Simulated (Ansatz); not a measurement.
Planning a run of Ansatz 0.2.0 on Cs2AgBiBr6 (Fm-3m). The input:

```yaml
crystal:
  lattice:
    - [0.0, 5.6161, 5.6161]
    - [5.6161, 0.0, 5.6161]
    - [5.6161, 5.6161, 0.0]
  atoms:
    - { symbol: Cs, position: [0.25, 0.25, 0.25] }
    - { symbol: Cs, position: [0.75, 0.75, 0.75] }
    - { symbol: Ag, position: [0.5, 0.5, 0.5] }
    - { symbol: Bi, position: [0.0, 0.0, 0.0] }
    - { symbol: Br, position: [0.25055, 0.74945, 0.25055] }
    - { symbol: Br, position: [0.25055, 0.74945, 0.74945] }
    - { symbol: Br, position: [0.74945, 0.25055, 0.74945] }
    - { symbol: Br, position: [0.74945, 0.25055, 0.25055] }
    - { symbol: Br, position: [0.25055, 0.25055, 0.74945] }
    - { symbol: Br, position: [0.74945, 0.74945, 0.25055] }
kpoints:
  mp_grid: { grid: [2, 2, 2] }
  band_path:
    path:
      - [0.0, 0.0, 0.0]
      - [0.5, 0.0, 0.5]
      - [0.625, 0.25, 0.625]
      - [0.375, 0.375, 0.75]
      - [0.5, 0.5, 0.5]
      - [0.5, 0.25, 0.75]
      - [0.5, 0.4, 0.6]
    npoints: 1
hamiltonian:
  xc: hse06
scf:
  occupations: { method: fixed }
  n_extra_bands: 7
output:
  eigenvalues: true
```

```sh
ansatz run input.yaml --threads 3 --pin off --max-ram 92160MiB --backend cuda --events-out ev --progress --plain --runs-dir out --devices 1 --max-vram 13GiB  # rebuilt from the run's record
```

Question: How long will it take on 1 × NVIDIA H100 80GB HBM3 (shared by 6 runs) with 3 threads of AMD EPYC 7R13 (Zen 3), shared host, and how much memory?

It took 21 s; on shared hardware allow 11 s to 43 s. Peak host memory was 1.3 GiB. The sizes that set the cost: 6879 plane waves a state, 3 irreducible k points and 14 SCF cycles.

Exact exchange couples every pair of k points and filled bands, so it costs far more than a semilocal run.

[Paths, hosts, dates, memory and timing lines, banners, echoed tables and standing remarks are left out of the program output.]

[Logs are printed without paths, hosts, clocks, repeated set-up lines and the standing remarks that a program may print on its own settings, such as how far it seeks lower states.]

[Runs of the session that timed out or met a known fault of the program may be left out.]

[Cells called generated may have been cut or substituted from an entry of the Crystallography Open Database or the Materials Project.]

[Hosts, paths, dates, database ids (printed as entryN), source tags and the programs' standing remarks are cut or masked in the printed files.]
